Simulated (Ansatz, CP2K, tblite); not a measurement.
# Which run comes nearest? Generalised stacking fault on (110) of a LiCl-LiBr solid solution (56 atoms)

The cell holds 56 atoms: 28 Li, 10 Br and 18 Cl. Cell: a = 7.448 Å, b = 5.266 Å, c = 26.384 Å, α = 90.0°, β = 84.6°, γ = 90.0°. Rock-salt LiCl lattice (a = 5.2663 Å, the value set for the mixture), cell with z along [110], 2 x 1 x 7 periods; the third cell vector is tilted by 0.667 of 1/2[1-10] and lengthened by 0.2 Å, so the cell holds one fault; displaced by a Gaussian of 0.01 Å; 10 of 28 Cl sites given to Br at random (lattice constant by Vegard's rule between LiCl and LiBr). Then every atom was moved at random, 0.03 Å r.m.s. a Cartesian component.

Geometry: as built.

The reference, a calculation:

```
method                                           : Kohn-Sham DFT, PBE, PAW, plane waves (Ansatz 0.2.0); cutoff 420 eV, Γ point, fermi-dirac smearing of 0.05 eV; PAW set soft_2
r.m.s. force component                           : 0.3543 eV/Å
longest force                                    : 2.077 eV/Å
pressure                                         : 0.4981 GPa
gap (highest filled to lowest empty level) : 5.402 eV
SCF cycles                                       : 7
time                                             : 5.5 s on 4 threads of Arm Neoverse V2, shared host
CPU time                                         : 20 s
```

Runs, in no order:
A. CP2K GFN1-xTB, diagonalisation: GFN1-xTB tight binding (the program's own implementation), diagonalisation
B. CP2K PBE, DZVP-UZH, 280/50 Ry, diagonalisation: Kohn-Sham DFT, PBE, GTH-PBE pseudopotentials, Gaussian and plane waves, DZVP-MOLOPT (UZH set), diagonalisation
C. CP2K PBE, DZVP-UZH, 800/50 Ry, diagonalisation: Kohn-Sham DFT, PBE, GTH-PBE pseudopotentials, Gaussian and plane waves, DZVP-MOLOPT (UZH set), diagonalisation

Q: Order them from the smallest to the largest r.m.s. force difference.

C, B, A.

```tsv
run	Δ force, r.m.s. (meV/Å)	share of r.m.s. force (%)	CPU time
C. CP2K PBE, DZVP-UZH, 800/50 Ry, diagonalisation	22.2	6.27	5.7 min
B. CP2K PBE, DZVP-UZH, 280/50 Ry, diagonalisation	65.7	18.5	4.3 min
A. CP2K GFN1-xTB, diagonalisation	155	43.7	5.7 s
```

Periodic xTB results under one method name differ between programs and library versions. The electronic-structure runs sample only Γ, in a cell whose shortest periodic width is 5 Å.

[Logs are printed without paths, hosts, clocks, repeated set-up lines and the standing remarks that a program may print on its own settings, such as how far it seeks lower states.]

[Hosts, paths, dates, database ids (printed as entryN), source tags and the programs' standing remarks are cut or masked in the printed files.]
